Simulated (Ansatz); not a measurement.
# YCu (Pm-3m): from the cell to its phonons, part 2 of 2

How does YCu (Pm-3m) vibrate, and is this structure a minimum?

Ansatz 0.2.0; DFT PBEsol, scalar-relativistic, plane waves, PAW; PAW set soft_1.

So far. Step 3 (Tight relaxation): The forces vanish by symmetry and the pressure is -0.005 GPa, within the tolerances set. The cell now holds 20.08 Å³/atom. The relaxed cell has a = 3.425 Å (conventional setting).

## Step 4: Linear response at the zone centre

The zone centre comes first: it holds the modes that light can see, as far as symmetry allows. No field response is asked, since the mesh shows no gap.

Input file input.yaml:

```yaml
crystal:
  lattice:
    - [3.4246110042, 0.0, 0.0]
    - [0.0, 3.4246110042, 0.0]
    - [0.0, 0.0, 3.4246110042]
  atoms:
    - { symbol: "Y", position: [0.0, 0.0, 0.0] }
    - { symbol: Cu, position: [0.5, 0.5, 0.5] }
kpoints:
  mp_grid: { grid: [12, 12, 12] }
hamiltonian:
  xc: pbesol
  pseudopotentials: { kind: paw, azcp: { folder: soft_1 }, xc_functional: pbe }
scf:
  occupations: { method: methfessel_paxton, width: 0.2 }
output:
  eigenvalues: true
phonons:
  method: dfpt
```

Started as:

```bash
> ansatz run input.yaml --threads 4 --pin off --max-ram 10240MiB --backend cpu --events-out ev --progress --plain --runs-dir out
```

Numbers of over 12 decimals in the logs are rounded to 6 here.

What it wrote:

```text
[...]
Crystal: 2 atoms, lattice volume = 40.164 Å³
Basis set: ecut = 420 eV, 751 PW (Γ), exchange–correlation on 48×48×48 points (8 copies of the dense FFT grid, shifted against one another)
Bands: 19, of which v1, the nominal top of the filled ones, is band 15 counted from 1 (14 counted from 0)
Symmetry: 48 space group operations
k-points: 196 of 1728 (irreducible under 8 space group operations, time reversal used)
[...]
SCF iter   1: F=—  HF=-10395.201400 eV  |F-HF|=—  |Δ(HF+E_count)|=         —  Δρ=8.60e-1  dr2=2.45e2  ethr=3.10e-3  ⟨swp⟩=5.0  Hψ=32103  notcnv=0
automatic band count: the SCF goes on with 23 bands, as 19 were too few: they end inside the smearing window of the response
[...]
SCF iter   2: F=—  HF=-10387.196165 eV  |F-HF|=—  |Δ(HF+E_count)|=    8.01e0  S|Δr|=    0.00e0  Δρ=3.80e-1  dr2=5.12e1  ethr=3.10e-3  ⟨swp⟩=2.0  Hψ=10331  notcnv=0  defer=253
[...]
SCF iter  13: F=-10384.322167 eV  HF=-10384.322167 eV  |F-HF|=1.82e-12  |Δ(HF+E_count)|=  1.44e-10  S|Δr|=    0.00e0  Δρ=9.34e-8  dr2=3.27e-12  ethr=1.00e-12  ⟨swp⟩=10.2  Hψ=25398  notcnv=0
SCF 1 converged in 13 iterations: F = -10384.322167 eV  dr2 = 3.27e-12
[...]
DFPT response loops at Γ: preconditioner auto → Kerker (q_TF=auto, 2.599 Å⁻¹) (partly filled bands, converged f_vac=0.000); β = 1.00, the filter's whole step (`scf.mixing.beta` (0.50) is not read by the response loops under this deck's `scf.mixing.preconditioner`; to damp them name `kerker` or `kerker_dos`, under which they read `scf.mixing.beta`, and type it under 1.00, their step now; both keys bind the ground state too); Broyden in place of MSR1
SCF converged after 13 iterations
[...]
Free energy (F): -10384.322167 eV
[...]
Internal energy: -10384.323372 eV  (E = F + TS)
E sigma→0 (E₀):  -10384.322468 eV
Entropy (-TS):   0.001205 eV (0.603 meV/atom)
Fermi energy:    12.653730 eV
[...]
--- Band table (eV; the first three rows and the last of 196) ---
  k-point 0: bands = [... 11 lower, 9.7051, 9.7051, 9.7051, 13.1098, 13.1098, 17.5644, 17.5644, 17.5644, ... 4 higher]
  k-point 1: bands = [... 11 lower, 9.7010, 9.7010, 9.7106, 13.1013, 13.1220, 16.9889, 16.9889, 17.5628, ... 4 higher]
  k-point 2: bands = [... 11 lower, 9.6904, 9.6904, 9.7258, 13.0699, 13.0771, 16.1573, 16.1573, 17.5585, ... 4 higher]
  k-point 195: bands = [... 11 lower, 10.0181, 10.0181, 10.8728, 10.8728, 10.8728, 14.2753, 19.0742, 19.0742, ... 4 higher]
--- Phonons (Γ-DFPT): 2 representative perturbations + reference, on 196 of 1728 k-points (Σ response iterations 7) ---
  k mesh reduced under 8 symmetry operations, with k and −k counted as one. Each operation leaves every solved perturbation unchanged. A smaller set is not used because it would not reduce the number of displacements times k-points to solve
  ASR residual: 1.485e-5 → 0.000e0 eV/Å²; symmetrization residual: 4.899e-6 eV/Å²
  ASR residual per site (eV/Å²): 1.48e-5 1.48e-5
  Γ frequencies (cm⁻¹): 0.00 0.00 0.00 147.13 147.13 147.13
  non-analytic LO–TO correction: not included (Born effective charges unavailable; polar crystals: no LO–TO splitting at Γ)
```

Wall time 13 s (4 threads of Arm Neoverse V1, shared host); peak memory 0.75 GiB; 48 s of CPU time.

Numbers from this step:

- sum-rule residual before enforcement: 1.48e-5 eV/Å²
- point group: m-3m
- highest optical mode at the zone centre (no LO-TO term): 147.1 cm⁻¹
- lowest optical zone-centre mode: 147.1 cm⁻¹

Patterns of degenerate modes are one choice out of their space. The modes at Γ (shares of kinetic energy by element, %):

| mode | frequency (cm⁻¹) | symmetry | Y % | Cu % |
| --- | --- | --- | --- | --- |
| 1 | 0.0 | acoustic | 58 | 42 |
| 2 | 0.0 | acoustic | 58 | 42 |
| 3 | 0.0 | acoustic | 58 | 42 |
| 4 | 147.1 | T1u | 42 | 58 |
| 5 | 147.1 | T1u | 42 | 58 |
| 6 | 147.1 | T1u | 42 | 58 |

Displacements in mode 5 (147.1 cm⁻¹), the largest set to 1:
```
Y1   0.00  0.00 -0.71
Cu2  0.00  0.00  1.00
```

Before it was imposed, the acoustic sum rule was missed by 1.5e-5 eV/Å². Small misses are needed for a sound result but don't prove that mesh and cutoff are converged. The lowest optical mode is real, 147 cm⁻¹.

## Step 5: Response at finite wavevector

Stability and thermal properties need the whole zone. Linear response on a 4×4×4 q mesh gives force constants as far as a supercell of that size would.

Edit input.yaml of step 4 so:

```diff
@@ -19 +19,8 @@
   method: dfpt
+  qmesh: [4, 4, 4]
+  temperatures: { t_max: 1000, t_step: 50 }
+  qpath:
+    path:
+      - [[0.0, 0.0, 0.0], [0.0, 0.5, 0.0], [0.5, 0.5, 0.0], [0.0, 0.0, 0.0], [0.5, 0.5, 0.5], [0.0, 0.5, 0.0]]
+      - [[0.5, 0.5, 0.5], [0.5, 0.5, 0.0]]
+    npoints: 10
```

What it wrote:

```text
[...]
Crystal: 2 atoms, lattice volume = 40.164 Å³
Basis set: ecut = 420 eV, 751 PW (Γ), exchange–correlation on 48×48×48 points (8 copies of the dense FFT grid, shifted against one another)
Bands: 19, of which v1, the nominal top of the filled ones, is band 15 counted from 1 (14 counted from 0)
Symmetry: 48 space group operations
k-points: 84 of 1728
[...]
SCF iter   1: F=—  HF=-10395.201417 eV  |F-HF|=—  |Δ(HF+E_count)|=         —  Δρ=8.60e-1  dr2=2.45e2  ethr=3.10e-3  ⟨swp⟩=5.0  Hψ=13804  notcnv=0
[...]
SCF iter  13: F=-10384.322167 eV  HF=-10384.322167 eV  |F-HF|=3.64e-12  |Δ(HF+E_count)|=  1.49e-10  S|Δr|=    0.00e0  Δρ=9.32e-8  dr2=3.25e-12  ethr=1.00e-12  ⟨swp⟩=10.1  Hψ=10864  notcnv=0
SCF 1 converged in 13 iterations: F = -10384.322167 eV  dr2 = 3.25e-12
[...]
SCF iter   1: F=—  HF=-10384.322166 eV  |F-HF|=—  |Δ(HF+E_count)|=         —  Δρ=1.59e-7  dr2=6.56e-12  ethr=2.49e-8  ⟨swp⟩=3.0  Hψ=11008  notcnv=0
eigensolver tolerance schedule: the retry pair's looser diagonalisation over-reported the residual by 1140510.93 of it (diagonalisation noise at an unbounded share of the residual, at the tolerance the schedule requests for it); recorded, not acted on — ethr = c·dr2/N_el stays at c = 1.0e-1
[...]
SCF iter   2: F=—  HF=-10384.322167 eV  |F-HF|=—  |Δ(HF+E_count)|=   7.75e-7  S|Δr|=    0.00e0  Δρ=1.25e-7  dr2=7.66e-12  ethr=1.00e-12  ⟨swp⟩=6.2  Hψ=6266  notcnv=0
SCF iter   3: F=-10384.322167 eV  HF=-10384.322167 eV  |F-HF|=1.82e-12  |Δ(HF+E_count)|=  1.82e-12  S|Δr|=    0.00e0  Δρ=7.55e-8  dr2=2.80e-12  ethr=1.00e-12  ⟨swp⟩=1.0  Hψ=3560  notcnv=0
SCF 2 converged in 3 iterations: F = -10384.322167 eV  dr2 = 2.80e-12
phonons: the bands overlap, so this run is a metal and interpolates without the dipole-dipole term. If the crystal is really an insulator or semiconductor, its LO-TO splitting is missing
NSCF: frozen V_eff on 84 k-points
[...]
DFPT response loops at q = (0, 0, 0) (fractional): preconditioner auto → Kerker (q_TF=auto, 2.599 Å⁻¹) (partly filled bands, converged f_vac=0.000); β = 1.00, the filter's whole step (`scf.mixing.beta` (0.50) is not read by the response loops under this deck's `scf.mixing.preconditioner`; to damp them name `kerker` or `kerker_dos`, under which they read `scf.mixing.beta`, and type it under 1.00, their step now; both keys bind the ground state too); Broyden in place of MSR1
[...]
SCF converged after 13 iterations
[...]
Free energy (F): -10384.322167 eV
[...]
Internal energy: -10384.323372 eV  (E = F + TS)
E sigma→0 (E₀):  -10384.322468 eV
Entropy (-TS):   0.001205 eV (0.603 meV/atom)
Fermi energy:    12.653730 eV
[...]
--- Band table (eV; the first three rows and the last of 84) ---
  k-point 0: bands = [... 11 lower, 9.7051, 9.7051, 9.7051, 13.1098, 13.1098, 17.5644, 17.5644, 17.5644, ... 4 higher]
  k-point 1: bands = [... 11 lower, 9.7010, 9.7010, 9.7106, 13.1013, 13.1220, 16.9889, 16.9889, 17.5628, ... 4 higher]
  k-point 2: bands = [... 11 lower, 9.6904, 9.6904, 9.7258, 13.0699, 13.0771, 16.1573, 16.1573, 17.5585, ... 4 higher]
  k-point 83: bands = [... 11 lower, 10.0181, 10.0181, 10.8728, 10.8728, 10.8728, 14.2753, 19.0742, 19.0742, ... 4 higher]
--- Phonons (Γ-DFPT): 2 representative perturbations + reference (Σ response iterations 7) ---
  ASR residual: 1.450e-5 → 0.000e0 eV/Å²; symmetrization residual: 4.440e-6 eV/Å²
  ASR residual per site (eV/Å²): 1.45e-5 1.29e-5
  Γ frequencies (cm⁻¹): 0.00 0.00 0.00 147.13 147.13 147.13
--- Phonons (arbitrary-q DFPT): 10 irreducible q on the 4×4×4 mesh ---
  q = [0.0000, 0.0000, 0.0000] (star 1, of the zone-centre solve; hermiticity 3.01e-6, symmetrization 8.22e-13): -0.00 0.00 0.00 147.13 147.13 147.13
  q = [0.0000, 0.0000, 0.2500] (star 6, 4 solved perturbations in 1848 linear systems a pass and spin channel, the states on 588 of 1728 k-point pairs; hermiticity 1.57e-6, symmetrization 4.83e-13): 58.11 58.11 92.49 138.74 138.74 155.25
[...]
q = [0.0000, 0.2500, -0.5000] (star 12, 6 solved perturbations on 588 of 1728 k-point pairs; hermiticity 7.83e-7, symmetrization 1.63e-9): 60.54 78.90 88.84 116.57 141.76 167.29
[...]
sum rule: each row above includes the acoustic sum rule's correction from the zone centre's row sums; it moved no ω² by more than (0.24 cm⁻¹)²
  mesh force constants: q→R imaginary residual 1.40e-18; ASR residual 1.450e-5 → 0.000e0 eV/Å²; symmetrization residual 6.217e-15 eV/Å²
  interpolated dispersion: 62 rows × 6 modes
  density of states and harmonic sums: on the 20×20×20 q-mesh, interpolated from the force constants of a 4×4×4 supercell (no non-analytic term)
  largest difference from the sums on the solved wave vectors: F 1.14e-2 eV, S 1.54e-5 and C_V 4.01e-6 eV/K
  zero-point energy: 0.041004 eV/cell   skipped modes (ω ≤ 0): 3   left out of the sums: 6.25e-5 of the cell's modes: C_V's classical limit lies that fraction below 3 k_B per atom; for a crystal, a wire or a layer, F and S can be off by more, and a phonons.interpolated_qmesh denser along its periods is the remedy for the sampling
```

Elapsed: 5.6 min, on 4 threads; peak memory 2.1 GiB.

Numbers from this step:

* sum-rule residual before enforcement: 1.45e-5 eV/Å²
* lowest frequency on the path: 0 cm⁻¹
* highest frequency on the path or at a solved wavevector: 172.9 cm⁻¹
* mean frequency: 110.2 cm⁻¹
* Debye temperature (second moment): 216 K
* logarithmic mean frequency: 103.2 cm⁻¹
* lowest mode on the q mesh (acoustic modes at Γ apart): 34.41 cm⁻¹
* zero-point energy per atom: 20.5 meV
* heat capacity at 300 K: 24.31 J/(mol atoms K)
* vibrational entropy at 300 K: 42.80 J/(mol atoms K)

Frequencies (cm⁻¹) solved at each irreducible wavevector; negative means imaginary. Frequencies by wavevector, by row:

| q in reciprocal lattice units | star | mode 1 | mode 2 | mode 3 | mode 4 | mode 5 | mode 6 |
| --- | --- | --- | --- | --- | --- | --- | --- |
| 0 0 0 | 1 | 0 | 0 | 0 | 147.1 | 147.1 | 147.1 |
| 0 0 0.25 | 6 | 58.1 | 58.1 | 92.5 | 138.7 | 138.7 | 155.2 |
| 0 0 -0.5 | 3 | 95.9 | 95.9 | 99.3 | 118 | 118 | 172.9 |
| 0 0.25 0.25 | 12 | 60.9 | 70.2 | 111.7 | 128.6 | 141.1 | 151.1 |
| 0 0.25 -0.5 | 12 | 60.5 | 78.9 | 88.8 | 116.6 | 141.8 | 167.3 |
| 0 -0.5 -0.5 | 3 | 34.4 | 34.4 | 65.5 | 113.3 | 158.9 | 158.9 |
| 0.25 0.25 0.25 | 8 | 82.7 | 82.7 | 97 | 138.2 | 143.5 | 143.5 |
| 0.25 0.25 -0.5 | 12 | 55.7 | 88.1 | 106.6 | 130.9 | 132.4 | 163.9 |
| 0.25 -0.5 -0.5 | 6 | 59.4 | 59.4 | 102.2 | 118.1 | 161.6 | 161.6 |
| -0.5 -0.5 -0.5 | 1 | 76.4 | 76.4 | 76.4 | 165.8 | 165.8 | 165.8 |

Interpolated from a 4×4×4 q mesh. The phonon branches at the labelled points (cm⁻¹):

| point | branch 1 | branch 2 | branch 3 | branch 4 | branch 5 | branch 6 |
| --- | --- | --- | --- | --- | --- | --- |
| Γ | 0 | 0 | 0 | 147 | 147 | 147 |
| halfway | 58 | 58 | 92 | 139 | 139 | 155 |
| X | 96 | 96 | 99 | 118 | 118 | 173 |
| halfway | 60 | 79 | 89 | 117 | 142 | 167 |
| M | 34 | 34 | 66 | 113 | 159 | 159 |
| halfway | 61 | 70 | 112 | 129 | 141 | 151 |
| Γ | 0 | 0 | 0 | 147 | 147 | 147 |
| halfway | 83 | 83 | 97 | 138 | 144 | 144 |
| R | 76 | 76 | 76 | 166 | 166 | 166 |
| halfway | 56 | 88 | 107 | 131 | 132 | 164 |
| X | 96 | 96 | 99 | 118 | 118 | 173 |
| jump to R | 76 | 76 | 76 | 166 | 166 | 166 |
| halfway | 59 | 59 | 102 | 118 | 162 | 162 |
| M | 34 | 34 | 66 | 113 | 159 | 159 |

The phonon branches as a text plot (rows in cm⁻¹):

```
    169 |      *****                          **     *****
    162 |    **     *****                    *  *****     *******
    155 |   *        ** *****               *    *
    148 |***        *      ************* ***      *        *
    140 |   *                ***    *   ***        *
    133 |    **    *          *      **             *       *
    126 |         *          *         *             **
    119 |      ******     ***                        * ***   *
    112 |            *****   **        *             ****     ***
    104 |     *  **                  **             * **     *
     97 |    * *** *       **           *          * *  **  *
     90 |   *  * **            *         **       * *      *  *
     83 |          *      *             *****    * *    *
     76 |     *   * *     ***       *  *   ********       *    *
     68 |  * *     * *****   *                   **    *   **   *
     61 |   *        *   * **** *    **            *  *      *
     54 |           *     *   *                     **
     47 | *          ** **     *                              *
     40 |             * *          **                          *
     32 |  *           *        **                              *
     25 |**                        *
     18 |                        *
     11 |*
      4 |                         *
         Γ      X      M          Γ            R        X|R     M
```

Tetrahedra on a 20×20×20 mesh, mean over bins of 2 cm-1. Interpolated from a 4×4×4 q mesh. The phonon density of states by wavenumber; read off at these points:

wavenumber (cm⁻¹), phonon density of states (1/cm⁻¹/cell) and a bar:
```
      1.0     0.0000 
      5.0     0.0000 
     11.0     0.0001 
     15.0     0.0003 
     19.0     0.0006 
     25.0     0.0011 
     29.0     0.0016 #
     33.0     0.0022 #
     39.0     0.0064 ##
     43.0     0.0104 ###
     47.0     0.0155 #####
     53.0     0.0311 ##########
     57.0     0.0454 ###############
     61.0     0.0631 #####################
     63.0     0.0745 ########################
     67.0     0.0517 #################
     71.0     0.0512 #################
     75.0     0.0539 ##################
     81.0     0.0437 ##############
     85.0     0.0399 #############
     89.0     0.0347 ###########
     93.0     0.0338 ###########
     99.0     0.0399 #############
    103.0     0.0525 #################
    107.0     0.0387 #############
    113.0     0.0500 ################
    117.0     0.0534 #################
    121.0     0.0405 #############
    127.0     0.0532 #################
    131.0     0.0408 #############
    135.0     0.0424 ##############
    141.0     0.0570 ###################
    145.0     0.0457 ###############
    149.0     0.0613 ####################
    155.0     0.0574 ###################
    159.0     0.0864 ############################
    161.0     0.0918 ##############################
    163.0     0.0712 #######################
    169.0     0.0202 #######
    173.0     0.0021 #
```

The partial phonon density of states has structure finer than the step of the table below, so its rows give means over 5 cm⁻¹, whole bins alone (the curve runs from -10 to 188 cm⁻¹). Peaks (cm⁻¹: height): Cu 64.6: 0.0436, 103.2: 0.0404, 114.4: 0.0484; Y 77.1: 0.0222, 159.2: 0.0760.

Phonopy on the run's constants, 17x17x17 mesh, Gaussian sigma 2.0 cm-1. Interpolated from a 4×4×4 q mesh. Partial phonon density of states against wavenumber; means over each step; values in 1/cm⁻¹/cell:

| wavenumber (cm⁻¹) | Cu | Y |
| --- | --- | --- |
| -5 | 5.1e-6 | 6.4e-6 |
| 0 | 3.7e-5 | 5.4e-5 |
| 5 | 4.8e-6 | 6.0e-6 |
| 10 | 3.9e-5 | 5.1e-5 |
| 15 | 1.8e-4 | 2.5e-4 |
| 20 | 3.3e-4 | 4.6e-4 |
| 25 | 4.3e-4 | 5.9e-4 |
| 30 | 8.4e-4 | 0.00112 |
| 35 | 0.00229 | 0.00167 |
| 40 | 0.00533 | 0.00236 |
| 45 | 0.00931 | 0.00414 |
| 50 | 0.0169 | 0.00629 |
| 55 | 0.0274 | 0.0120 |
| 60 | 0.0378 | 0.0174 |
| 65 | 0.0408 | 0.0202 |
| 70 | 0.0321 | 0.0198 |
| 75 | 0.0275 | 0.0220 |
| 80 | 0.0272 | 0.0206 |
| 85 | 0.0218 | 0.0166 |
| 90 | 0.0200 | 0.0144 |
| 95 | 0.0233 | 0.0129 |
| 100 | 0.0300 | 0.0124 |
| 105 | 0.0352 | 0.00967 |
| 110 | 0.0418 | 0.00567 |
| 115 | 0.0466 | 0.00739 |
| 120 | 0.0319 | 0.0139 |
| 125 | 0.0221 | 0.0214 |
| 130 | 0.0180 | 0.0258 |
| 135 | 0.0156 | 0.0278 |
| 140 | 0.0174 | 0.0349 |
| 145 | 0.0153 | 0.0342 |
| 150 | 0.0131 | 0.0460 |
| 155 | 0.00822 | 0.0525 |
| 160 | 0.00669 | 0.0720 |
| 165 | 0.00337 | 0.0447 |
| 170 | 9.1e-4 | 0.0164 |
| 175 | 7.2e-5 | 0.00238 |
| 180 | 3.0e-7 | 2.1e-5 |
| 185 | 0 | 0 |

Second derivatives of the energy by pair, one row for each kind of neighbour of each atom listed. Each entry sums the pair over the periodic images of the supercell that the q mesh stands for, and in a polar crystal it holds the long-range dipole part too. Force constants by pair, by row:

| atom | neighbour | distance (Å) | third of the trace (eV/Å²) | along the pair's line (eV/Å²) |
| --- | --- | --- | --- | --- |
| Y1 | itself | 0 | 5.503 | – |
| Y1 | Cu | 2.966 | -0.3343 | -0.8993 |
| Y1 | Y | 3.425 | -0.3543 | -1.46 |
| Y1 | Y | 4.843 | 0.0338 | 0.0227 |
| Y1 | Cu | 5.679 | -0.0173 | -0.0497 |
| Y1 | Y | 5.932 | -0.0863 | -0.2096 |
| Y1 | Y | 6.849 | -0.0094 | -0.0316 |
| Y1 | Cu | 7.464 | 0.0047 | 0.0076 |
| Cu2 | itself | 0 | 2.387 | – |
| Cu2 | Y | 2.966 | -0.3343 | -0.8993 |
| Cu2 | Cu | 3.425 | 0.1854 | 0.4372 |
| Cu2 | Cu | 4.843 | -0.0069 | -0.047 |
| Cu2 | Y | 5.679 | -0.0173 | -0.0497 |
| Cu2 | Cu | 5.932 | -0.0393 | -0.1121 |
| Cu2 | Cu | 6.849 | -0.054 | -0.1104 |
| Cu2 | Y | 7.464 | 0.0047 | 0.0076 |

Harmonic thermodynamic functions per atom, from the density of states. Interpolated from a 4×4×4 q mesh. Thermodynamic functions, by row:

| T (K) | F_vib (meV/atom) | S (J/mol-atom/K) | C_V (J/mol-atom/K) |
| --- | --- | --- | --- |
| 0 | 20.5 | 0 | 0 |
| 50 | 19.5 | 6.379 | 11.98 |
| 100 | 13.15 | 17.74 | 20.06 |
| 200 | -13.89 | 33.07 | 23.55 |
| 300 | -53.52 | 42.8 | 24.31 |
| 400 | -101.7 | 49.83 | 24.58 |
| 500 | -156.3 | 55.33 | 24.71 |
| 600 | -216 | 59.84 | 24.78 |
| 700 | -280.1 | 63.67 | 24.82 |
| 800 | -347.8 | 66.98 | 24.85 |
| 900 | -418.8 | 69.91 | 24.87 |
| 1000 | -492.6 | 72.53 | 24.88 |

Harmonic mean-square displacement, third of the trace. Interpolated from a 4×4×4 q mesh. Mean square displacements, by row:

| T (K) | Y1 U_eq (Å²) | Cu2 U_eq (Å²) |
| --- | --- | --- |
| 0 | 0.00175 | 0.0031 |
| 100 | 0.00322 | 0.00641 |
| 300 | 0.00851 | 0.01759 |
| 600 | 0.01679 | 0.03486 |

Symmetry leaves 10 wavevectors to solve. The lowest mode among them, the acoustic zeros apart, lies at q = (0, -0.5, -0.5) and is real, 34.4 cm⁻¹.

## Step 6: Isotope substitution

An isotope changes the mass and not the force constants, so no new electronic calculation is needed; the shifts show which modes move this element.

The same force constants with the mass of Cu changed from 63.546 to 64.928 u (phonopy, no LO-TO term). Both lists are sorted by frequency; levels can cross, so a row need not hold one and the same mode. Modes under 3 cm⁻¹ are left out. Isotope shifts, by row:

| q | rank | natural mass (cm⁻¹) | changed mass (cm⁻¹) |
| --- | --- | --- | --- |
| 0 0 0 | 4 | 147.1 | 146.2 |
| 0 0 0 | 5 | 147.1 | 146.2 |
| 0 0 0 | 6 | 147.1 | 146.2 |
| 0 0 0.25 | 1 | 58.11 | 57.88 |
| 0 0 0.25 | 2 | 58.11 | 57.88 |
| 0 0 0.25 | 3 | 92.49 | 91.75 |
| 0 0 0.25 | 4 | 138.7 | 137.8 |
| 0 0 0.25 | 5 | 138.7 | 137.8 |
| 0 0 0.25 | 6 | 155.2 | 154.8 |
| 0 0 -0.5 | 1 | 95.89 | 95.89 |
| 0 0 -0.5 | 2 | 95.89 | 95.89 |
| 0 0 -0.5 | 3 | 99.35 | 98.29 |
| 0 0 -0.5 | 4 | 118 | 116.7 |
| 0 0 -0.5 | 5 | 118 | 116.7 |
| 0 0 -0.5 | 6 | 172.9 | 172.9 |
| 0 0.25 0.25 | 1 | 60.94 | 60.49 |
| 0 0.25 0.25 | 2 | 70.18 | 69.99 |
| 0 0.25 0.25 | 3 | 111.7 | 110.5 |
| 0 0.25 0.25 | 4 | 128.6 | 127.6 |
| 0 0.25 0.25 | 5 | 141.1 | 141.1 |
| 0 0.25 0.25 | 6 | 151.1 | 150.6 |

A mode of this element alone would shift by -1.07 %. The highest zone-centre frequency without the field goes from 147.1 to 146.2 cm⁻¹ (-0.6 %). The product of the frequency ratios over all optical modes at Γ is 0.982; the product rule, (m/m′)^(3k/2) (M′/M)^(3/2) with k = 1 such atoms and M the mass of the cell, gives 0.981.

## Step 7: Outcome

```json
{
 "space group after relaxation (within 0.01 Å)": "Pm-3m",
 "volume per atom": "20.1 Å³",
 "electronic character": "no gap on this mesh",
 "highest optical mode at the zone centre (no LO-TO term)": "147 cm⁻¹",
 "lowest optical zone-centre mode": "147 cm⁻¹",
 "lowest mode on the q mesh (acoustic modes at Γ apart)": "34.4 cm⁻¹",
 "highest frequency on the path or at a solved wavevector": "173 cm⁻¹",
 "zero-point energy per atom": "20.5 meV",
 "heat capacity at 300 K": "24.3 J/(mol atoms K)",
 "vibrational entropy at 300 K": "42.8 J/(mol atoms K)",
 "Debye temperature (second moment)": "216 K",
 "imaginary modes on the 4×4×4 q mesh": "none"
}
```

**Reading.** The structure is a minimum as far as tested: no mode is imaginary at the 10 irreducible wavevectors of the 4×4×4 mesh, and the softest away from the acoustic zeros lies at 34 cm⁻¹. The optical modes at Γ form one degenerate level at 147 cm⁻¹. With no gap, or one that is small against the smearing, the frequencies hang on the k mesh and the smearing, most of all near Kohn anomalies. The PAW files were made for PBE and serve the other functionals too. These are harmonic frequencies at zero temperature: anharmonic shifts, linewidths and thermal expansion are left out.

[Logs are printed without paths, hosts, clocks, repeated set-up lines and the standing remarks that a program may print on its own settings, such as how far it seeks lower states.]

[Hosts, paths, dates, database ids (printed as entryN), source tags and the programs' standing remarks are cut or masked in the printed files.]
